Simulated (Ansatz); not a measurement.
**Sb_Mg in MgO (Fm-3m): charge-transition levels and formation energies**

Charge states of Sb_Mg in MgO (Fm-3m), set against the band edges. Model: a cell of 54 host atoms with 1 Mg taken out and 1 Sb put in.

Method: place-levels on r2SCAN runs: charge-transition levels and formation energies with image-charge correction and potential alignment at the atomic sites; PAW set soft_1, in Ansatz 0.2.0.

The experiments to compare with:

For MgO, rocksalt (bulk crystal), “Electronic structure of alkaline earth and post-transition metal oxides” (2009, arxiv:0908.1581) quotes earlier work: band gap (literature experimental gap) 7.83 eV [Literature value based on experiment; other listed experimental values range from 7.7 to …].

Report form: the programs' logs are mostly left out.

## (1) The structure

The cell holds 54 atoms: 26 Mg, 27 O and 1 Sb. Cell: a = 8.925 Å, b = 8.925 Å, c = 8.925 Å, α = 60.0°, β = 60.0°, γ = 60.0°. It derives from MgO (space group Fm-3m). Nearest the centre at fractional (0.667, 0.667, 0.333): Sb51 at 0.00 Å, O28 at 2.10 Å, O44 at 2.10 Å, O32 at 2.10 Å, O34 at 2.10 Å, O46 at 2.10 Å, O50 at 2.10 Å, Mg9 at 2.98 Å.

The host's dielectric constants go in as inputs: 3.24 for the electrons alone, 10.37 with the ions, from a response run on this crystal (DFPT, PBEsol) at that run's own cell.

The cell's shortest repeat is 8.9 Å.

## (2) What was run first

A transition level is the Fermi level at which two charge states cost the same, so each charge needs its own total energy, at its own relaxed structure.

Each atom starts 0.05 Å or so off its site in a random direction: a symmetric start keeps its symmetry, and would miss off-centre moves and Jahn–Teller distortions. Forces are taken at one point at (¼, ¼, ¼). The cell holds 1 electron more than the neutral one, with a uniform background that keeps it neutral on the whole.

The sampling was tested on the host first: at the k-points planned (1x1x1 shifted 0.25 0.25 0.25) its energy lies 0.020 eV an atom from the dense-mesh value, under the bound of 0.02 eV set for this test; that bounds the host's error, not the defect's.

One state's input; the others differ in charge, spin, start and seed, and in occupations where the table says so.

Input file qm1.relax/input.yaml:

```yaml
crystal:
  lattice:
    - [0.0, 6.31124291, 6.31124291]
    - [6.31124291, 0.0, 6.31124291]
    - [6.31124291, 6.31124291, 0.0]
  atoms:
    - { symbol: Mg, position: [0.0, 0.0, 0.0] }
    - { symbol: O, position: [0.16666667, 0.16666667, 0.16666667] }
[... 6 atom lines left out ...]
    - { symbol: Mg, position: [0.0, 0.33333333, 0.33333333] }
[... 3 atom lines left out ...]
    - { symbol: Mg, position: [0.0, 0.66666667, 0.0] }
[... 1 atom line left out ...]
    - { symbol: Mg, position: [0.0, 0.66666667, 0.33333333] }
[... 5 atom lines left out ...]
    - { symbol: Mg, position: [0.33333333, 0.0, 0.33333333] }
[... 6 atom lines left out ...]
    - { symbol: O, position: [0.5, 0.5, 0.5] }
[... 1 atom line left out ...]
    - { symbol: O, position: [0.5, 0.5, 0.83333333] }
[... 1 atom line left out ...]
    - { symbol: O, position: [0.5, 0.83333333, 0.16666667] }
    - { symbol: Mg, position: [0.33333333, 0.66666667, 0.33333333] }
    - { symbol: O, position: [0.5, 0.83333333, 0.5] }
    - { symbol: Mg, position: [0.33333333, 0.66666667, 0.66666667] }
[... 1 atom line left out ...]
    - { symbol: Mg, position: [0.66666667, 0.0, 0.0] }
[... 1 atom line left out ...]
    - { symbol: Mg, position: [0.66666667, 0.0, 0.33333333] }
[... 4 atom lines left out ...]
    - { symbol: O, position: [0.83333333, 0.5, 0.16666667] }
    - { symbol: Mg, position: [0.66666667, 0.33333333, 0.33333333] }
    - { symbol: O, position: [0.83333333, 0.5, 0.5] }
    - { symbol: Mg, position: [0.66666667, 0.33333333, 0.66666667] }
[... 1 atom line left out ...]
    - { symbol: Mg, position: [0.66666667, 0.66666667, 0.0] }
    - { symbol: O, position: [0.83333333, 0.83333333, 0.16666667] }
    - { symbol: Sb, position: [0.66666667, 0.66666667, 0.33333333] }
[... 1 atom line left out ...]
    - { symbol: Mg, position: [0.66666667, 0.66666667, 0.66666667] }
    - { symbol: O, position: [0.83333333, 0.83333333, 0.83333333] }
  host:
    repeats: [3, 3, 3]
    atoms:
      - { symbol: Mg, position: [0.0, 0.0, 0.0] }
      - { symbol: O, position: [0.5, 0.5, 0.5] }
total_charge: -1
basis:
  ecutwfc: 500
  xc_grid: 2
hamiltonian:
  xc: r2scan
  pseudopotentials: { kind: paw, azcp: { folder: soft_1 } }
kpoints:
  mp_grid: { grid: [1, 1, 1], shift: [0.25, 0.25, 0.25] }
scf:
  occupations: { method: fixed }
  max_iter: 80
output:
  forces: true
  charged_corrections:
    epsilon: 3.24
    static_epsilon: 10.37
    defect_position: [0.666667, 0.666667, 0.333333]
relax:
  f_tol: 0.02
  max_steps: 80
  random_displacement: { amplitude: 0.05, seed: 2799 }
checkpoint:
  write: "../qm1.relax.run"
  compress: false
  write_wavefunctions: true
  write_every: 100000
```

Run with:

```sh
ansatz run input.yaml --threads 4 --pin off --max-ram 7536MiB --backend cpu --events-out ev --progress --plain --runs-dir out
```

The relaxed structure is kept and the sampling changed to a 2×2×2 shifted mesh.

The run of this state that the levels use, under r2SCAN:

Input file qm1.point/input.yaml:

```yaml
crystal:
  checkpoint: "../qm1.relax.run"
  host: checkpoint
total_charge: -1
basis:
  ecutwfc: 500
  xc_grid: 2
hamiltonian:
  xc: r2scan
  pseudopotentials: { kind: paw, azcp: { folder: soft_1 } }
kpoints:
  mp_grid: { grid: [2, 2, 2], shift: [0.5, 0.5, 0.5] }
scf:
  occupations: { method: fermi_dirac, width: 0.01 }
  max_iter: 80
output:
  forces: true
  eigenvalues: true
  charged_corrections:
    epsilon: 3.24
    static_epsilon: 10.37
    defect_position: [0.666667, 0.666667, 0.333333]
  eigenstates: { localisation: true }
  populations: true
  band_densities: [{ bands: [v1, v1] }, { bands: [c1, c1] }]
  write_density: true
  write_potential: true
  volumetric_format: npy
checkpoint:
  read: "../qm1.relax.run"
  write: "../qm1.point.run"
  compress: false
  write_wavefunctions: false
  write_every: 100000
```

Relaxations under r2SCAN at one point at (¼, ¼, ¼); times on 4 threads of Arm Neoverse V2, shared host:

```
charge  moment (μB)  occupations    outcome  steps  largest displacement against the far atoms (Å)     time
    −1            0        fixed  converged     17                                            0.44  2.5 min
     0            1        fixed  converged      8                                            0.22  2.9 min
    +1            0        fixed  converged      5                                            0.11     54 s
    +2            1        fixed  converged      5                                            0.08    2 min
```

Single points under r2SCAN at a 2×2×2 shifted mesh; times on 4 threads of Arm Neoverse V2, shared host:

```
charge  moment (μB)  occupations    outcome     time
    −1            0  fermi-dirac  converged     57 s
     0            1  fermi-dirac  converged  2.1 min
    +1            0  fermi-dirac  converged     52 s
    +2            1  fermi-dirac  converged  2.2 min
```

Distances (Å) from Sb51 to the nearest atoms after relaxation with r2SCAN:

```
charge  moment (μB)      1.      2.      3.      4.      5.      6.
    −1            0  O 2.18  O 2.18  O 2.18  O 2.59  O 2.60  O 2.60
     0            1  O 2.28  O 2.29  O 2.29  O 2.29  O 2.30  O 2.30
    +1            0  O 2.21  O 2.21  O 2.21  O 2.21  O 2.21  O 2.21
    +2            1  O 2.11  O 2.11  O 2.11  O 2.11  O 2.11  O 2.11
```

## (3) Levels against the band edges, r2SCAN

A charged cell interacts with its images and the background, and its potential has another zero than the host's. place-levels removes the first by a point-charge model, screened by the static dielectric constant since the ions have relaxed around the charge, and the second by comparing potentials at atoms far from the defect.

The host is a run of the defect-free crystal in the same cutoffs, grids and k-points, so that basis and sampling errors cancel in part in the differences. The host is run in a cell of 2 atoms on a matching mesh. Its band edges are searched through the zone by a band path, so the gap is smaller than, or equal to, that on the mesh. Chemical potentials are energies per atom of Mg (hcp) and Sb (A7 rhombohedral), run with the same functional and cutoff.

Input file levels.point.yaml:

```yaml
host:
  run: host.point.run
states: [qm1.point.run, q0_M1.point.run, qp1.point.run, qp2_M1.point.run]
geometry_from:
  qm1.point.run: qm1.relax.run
  q0_M1.point.run: q0_M1.relax.run
  qp1.point.run: qp1.relax.run
  qp2_M1.point.run: qp2_M1.relax.run
chemical_potentials:
  Mg:
    energy: -1926.407918
    dataset: "<sha256 of the dataset>"
  Sb:
    energy: -6499.197686
    dataset: <sha256 of the dataset>
epsilon: 3.24
static_epsilon: 10.37
vertical:
  - { from: qm1.point.run, to: qm1.point_neutral.run }
  - { from: qp1.point.run, to: qp1.point_neutral.run }
  - { from: qp2_M1.point.run, to: qp2_M1.point_neutral.run }
```

Run with:

```sh
ansatz place-levels levels.point.yaml -- --threads 4 --pin off --max-ram 7536MiB
```

Wall time 0.37 s (4 threads of Arm Neoverse V2, shared host).

Levels between the charges placed, in eV above the valence top:

```
        gap (eV)  (+2/+1)  (+1/0)  (0/−1)
r2SCAN      5.68     2.11    5.30    5.52
```

Corrections by state:

```
charge  moment (μB)  image terms and alignment (eV)  band filling (eV)  ε used  over the lowest of its charge, as the program ranks them, band filling apart (eV)
    +2          1.0                           1.915                  -   10.37                                                                              0.000
    +1          0.0                           0.717                  -   10.37                                                                              0.000
     0          1.0                           0.000                  -       -                                                                              0.000
    −1          0.0                          -0.184                  -   10.37                                                                              0.000
```

The charged structures listed were also run neutral, and place-levels reads from each pair, by the potential or the spins, how wide the charge is by which they differ; that can be the carrier of either run.

```
charge  rms radius (Å)  spread where it is widest against the cell (Å)  wide from (Å)  reading
    +2             3.1                                            1.80           1.26     wide
    +1             2.7                                            1.56           1.26     wide
    −1             1.5                                            0.85           1.26   narrow
```

The neutral runs of these pairs need not share the spin of the lowest neutral state, and very wide values only mean spread over the cell.

From the program's caveats on the states, each cut to its opening words:

- charge +2 (1 μB): it parts from the run at its places by a charge that spreads by about 1.8 Å along one vector (1.3 Å or more is wide), by its potential at epsilon 3.24, taken [...]
- charge +2 (1 μB), +1, 0 (1 μB), −1: its alignment with the host at atomic sites is doubtful: the cell is too small to show whether the defect's potential has decayed: take a larger one
- charge +2 (1 μB), 0 (1 μB): flagged: stability check not made
- charge +1: it parts from the run at its places by a charge that spreads by about 1.6 Å along one vector (1.3 Å or more is wide), by its potential at epsilon 3.24, taken [...]

The host's formation energy from the elements is -2.963 eV per atom; it sets how far the chemical potentials can move.

Limit set by the element alone; other compounds of these elements are not counted. Chemical potentials from the elements' reference states: Mg 0.00 eV, O -5.93 eV, Sb 0.00 eV. Formation energy by charge state (Mg-rich; gap 5.68 eV):

```
charge  at valence top (eV)  at conduction bottom (eV)  correction included (eV)
    +2                 2.60                      13.96                      1.91
    +1                 4.71                      10.38                      0.72
     0                10.01                      10.01                      0.00
    −1                15.53                       9.85                     -0.18
```

```tsv
Fermi level (eV)	lowest formation energy (eV)
0.00	2.60
0.52	3.63
1.03	4.66
1.55	5.69
2.06	6.73
2.58	7.28
3.10	7.80
3.61	8.32
4.13	8.84
4.65	9.35
5.16	9.87
5.68	9.85
```

Limit set by the element alone; other compounds of these elements are not counted. Chemical potentials from the elements' reference states: O 0.00 eV, Mg -5.93 eV, Sb 0.00 eV. Formation energies (O-rich), with the Fermi level at the valence top and at the conduction bottom (gap 5.68 eV):

```
charge  at valence top (eV)  at conduction bottom (eV)  correction included (eV)
    +2                -3.33                       8.03                      1.91
    +1                -1.22                       4.46                      0.72
     0                 4.08                       4.08                      0.00
    −1                 9.61                       3.93                     -0.18
```

```json
{"Fermi level (eV)": "0.00", "lowest formation energy (eV)": "-3.33"}
{"Fermi level (eV)": "0.52", "lowest formation energy (eV)": "-2.29"}
{"Fermi level (eV)": "1.03", "lowest formation energy (eV)": "-1.26"}
{"Fermi level (eV)": "1.55", "lowest formation energy (eV)": "-0.23"}
{"Fermi level (eV)": "2.06", "lowest formation energy (eV)": "0.80"}
{"Fermi level (eV)": "2.58", "lowest formation energy (eV)": "1.36"}
{"Fermi level (eV)": "3.10", "lowest formation energy (eV)": "1.88"}
{"Fermi level (eV)": "3.61", "lowest formation energy (eV)": "2.40"}
{"Fermi level (eV)": "4.13", "lowest formation energy (eV)": "2.91"}
{"Fermi level (eV)": "4.65", "lowest formation energy (eV)": "3.43"}
{"Fermi level (eV)": "5.16", "lowest formation energy (eV)": "3.94"}
{"Fermi level (eV)": "5.68", "lowest formation energy (eV)": "3.93"}
```

## (4) Effect of the sampling

The relaxations' own energies give the levels at their sampling, for comparison.

Input file levels.relax_mesh.yaml:

```yaml
host:
  run: host.relax.run
states: [qm1.relax.run, q0_M1.relax.run, qp1.relax.run, qp2_M1.relax.run]
chemical_potentials:
  Mg:
    energy: -1926.407918
    dataset: "<sha256 of the dataset>"
  Sb:
    energy: -6499.197686
    dataset: <sha256 of the dataset>
```

Run with:

```sh
ansatz place-levels levels.relax_mesh.yaml -- --threads 4 --pin off --max-ram 7536MiB
```

It took 0.11 s on 4 threads.

Levels between neighbouring charges, in eV above the valence top:

```
                        gap (eV)  (+2/+1)  (+1/0)  (0/−1)
one point at (¼, ¼, ¼)      5.66     2.01    5.14    5.45
  a 2×2×2 shifted mesh      5.68     2.11    5.30    5.52
```

Going from one point at (¼, ¼, ¼) to a 2×2×2 shifted mesh moves the levels that carry no band-filling term by up to 0.16 eV and formation energies against the elements by up to 0.28 eV.

## (5) Outcome

| Item | Value |
| --- | --- |
| gap of the host | 5.68 eV (r2SCAN) |
| level (plus 2/plus 1) | 2.11 eV above the valence top |
| level (plus 1/0) | 5.30 eV above the valence top |
| level (0/minus 1) | 5.52 eV above the valence top |
| lowest of the charges placed, just above the valence top (0.02 eV) | +2 |
| lowest of the charges placed, just below the conduction bottom (0.02 eV) | −1 |
| lowest formation energy at mid-gap of the charges run, Mg-rich | 7.54 eV |
| lowest formation energy at mid-gap of the charges run, O-rich | 1.62 eV |

What this shows: Of the charges placed (−1, 0, +1 and +2), the lowest changes at 2.11 eV (+2/+1), 5.30 eV (+1/0) and 5.52 eV (0/−1) above the valence top, in a gap of 5.68 eV. (+1/0) and (0/−1) lie nearer to a band edge than the share of the finite-size correction in them (0.72 and 0.18 eV), and that correction holds for a localised charge alone. Charges above +2 and below −1 were not placed, so these runs say nothing of levels that involve them. States placed: +2 at 1 μB; +1 at 0 μB; 0 at 1 μB; −1 at 0 μB. Other spin states or structures, where not listed, weren't placed. Corrections reach 1.9 eV, so the cell is small for these charges and their levels are rough. Sb is taken at its element; compounds, which aren't counted here, bound the chemical potentials and would shift these formation energies. Going from one point at (¼, ¼, ¼) to a 2×2×2 shifted mesh moves the levels that carry no band-filling term by up to 0.16 eV and formation energies against the elements by up to 0.28 eV. The program doubts the alignment of potentials for at least one state, a sign that the cell is small. Keep in mind: the images are only 8.9 Å apart; r2SCAN makes the gap too small and tends to spread out bound carriers; where a gas molecule sets a chemical potential or the host's formation energy, its binding is uncorrected; spin–orbit coupling, which can matter with heavy atoms, is left out; force components of up to 0.17 eV/Å remain in a run at the final settings.

Calculation against experiment:

```
                             quantity  measured           r2SCAN
band gap (least gap of the host) (eV)      7.83  5.68 (-2.15 eV)
```

Measured values from arxiv:0908.1581 (2009).

How well it matches: The band gap is off by -2.15 eV: a clear miss. Local and semilocal functionals usually give gaps below the measured ones. Zero-point and thermal motion shift the measured gap.

[Logs are printed without paths, hosts, clocks, repeated set-up lines and the standing remarks that a program may print on its own settings, such as how far it seeks lower states.]

[Hosts, paths, dates, database ids (printed as entryN), source tags and the programs' standing remarks are cut or masked in the printed files.]

[Where a table of states has a column of steps, it counts the stored structures, which are thinned; the runs took as many ionic steps or more.]

[A defect's name tells the site on which it was built; relaxed atoms can leave that site.]

[For some hosts the program warned that the k-mesh of the response run may be too coarse for force constants and the static dielectric constant; such warnings are not shown here.]
